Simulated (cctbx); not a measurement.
# Lattice, Laue class and space group of a new crystal

Cell: a = 9.1510 Å, b = 9.1510 Å, c = 9.1510 Å, α = 90.00°, β = 90.00°, γ = 90.00°. Expected content of the cell: Pb12 Ir12 W2 Dy8.

The data are simulated with cctbx, not measured: Mo Kα, λ = 0.71073 Å, to d = 0.7 Å, 50 % of the full sphere, strongest reflection 40000 counts, noise from counting, a 1.5 % proportional error and a noise floor of 2 counts (s.d.); no absorption.

Tests on the unmerged data give:

```text
4771 reflections to d = 0.702 A
centring   violations  <I/sigma> of those
    A       1080 of  2398     10.6
    B       1059 of  2378     10.5
    C       1041 of  2372     10.2
    I          1 of  2366      0.0
    R       1424 of  3207     11.2
    F       1590 of  3574     10.4
Laue class    unique    Rint  (classes that these axes allow; Friedel mates merged)
I 1 2/m 1        1147   0.017
I 1 1 2/m        1153   0.017
I 2/m 1 1        1153   0.017
I m m m           681   0.018
I 4/m             624   0.019
I 4/m m m         374   0.020
I m -3            235   0.021
I m -3 m          145   0.021
space group    extra absences  I>4sigma  <I/sigma>
I 4 3 2                 0          0         -  acentric
I -4 3 m                0          0         -  acentric
I m -3 m                0          0         -  centric
Wilson B = 0.41 A^2   <|E^2-1|> = 0.799 (0.968 centric, 0.736 acentric)   E^2>4: 0.7 %
shell (A)         n   <I/sigma>
 6.47 - 1.40     25     78.3
 1.40 - 1.11     18    100.0
 1.11 - 0.97     18     90.3
 0.97 - 0.88     17     86.7
 0.88 - 0.82     16     88.4
 0.82 - 0.77     17     97.3
 0.77 - 0.73     16     60.7
 0.73 - 0.70     18     78.9
```

**Question.** What are the lattice type, the Laue class and the likely space group?

The reflections that I centring forbids are absent (⟨I/σ⟩ near 0), so the lattice is I.

Rint stays low (0.017 to 0.021) up to I m -3 m, the highest class in these axes.

3 settings pass the absence test. No glide or screw absences show, which leaves I 4 3 2, I -4 3 m and I m -3 m.

⟨|E²−1|⟩ = 0.799 leans to a non-centrosymmetric structure. Here that hint misleads: the statistic assumes many like atoms on general positions, and few, heavy or special-position atoms break it. The Wilson B of 0.41 Å² means U ≈ 0.0052 Å².

The true group is Im-3m (no. 229), Laue class m-3m, centrosymmetric. The tables only narrow the choice to the tied entries; cell content, site symmetry and trial solutions must settle it.

This is a model crystal, built by substitution and not relaxed, with assumed displacement parameters.

[Logs are printed without paths, hosts, clocks, repeated set-up lines and the standing remarks that a program may print on its own settings, such as how far it seeks lower states.]
